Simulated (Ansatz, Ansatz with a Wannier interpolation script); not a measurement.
Rows from a G0W0 calculation on SiC (Moissanite) (Ansatz 0.2.0; G0W0 on LDA, plane waves, PAW; 9×9×4 mesh, 190 empty bands, screening to 160 eV), in eV. Spin-orbit coupling is left out.

| row | k | band | start | Σx | Σc at the solution | Vxc |
| --- | --- | --- | --- | --- | --- | --- |
| A | (0.333, 0.333, 0.000) | c2 | 17.393 | -6.796 | -5.749 | -13.255 |
| B | Γ | c2 | 15.559 | -9.316 | -5.290 | -15.202 |
| C | Γ | c1 | 14.121 | -9.388 | -4.852 | -14.896 |
| D | Γ | v1 | 9.543 | -18.001 | 1.706 | -15.847 |
| E | (0.333, 0.333, 0.000) | v1 | 5.495 | -17.900 | 2.928 | -14.303 |
| F | (0.333, 0.333, 0.000) | c1 | 11.756 | -6.125 | -4.218 | -10.810 |

**Question.** Give the quasiparticle energies and the shift of each level.

The quasiparticle equation reads E = start + Σx + Σc(E) − Vxc.

| row | E (eV) | shift (eV) |
| --- | --- | --- |
| A | 18.103 | +0.710 |
| B | 16.154 | +0.596 |
| C | 14.777 | +0.656 |
| D | 9.095 | −0.448 |
| E | 4.827 | −0.668 |
| F | 12.224 | +0.467 |

The gap over the computed points goes from 2.21 eV to 3.13 eV.

Limits: not at the basis limit.

[Runs of the session that timed out or met a known fault of the program may be left out.]

[Hosts, paths, dates, database ids (printed as entryN), source tags and the programs' standing remarks are cut or masked in the printed files.]
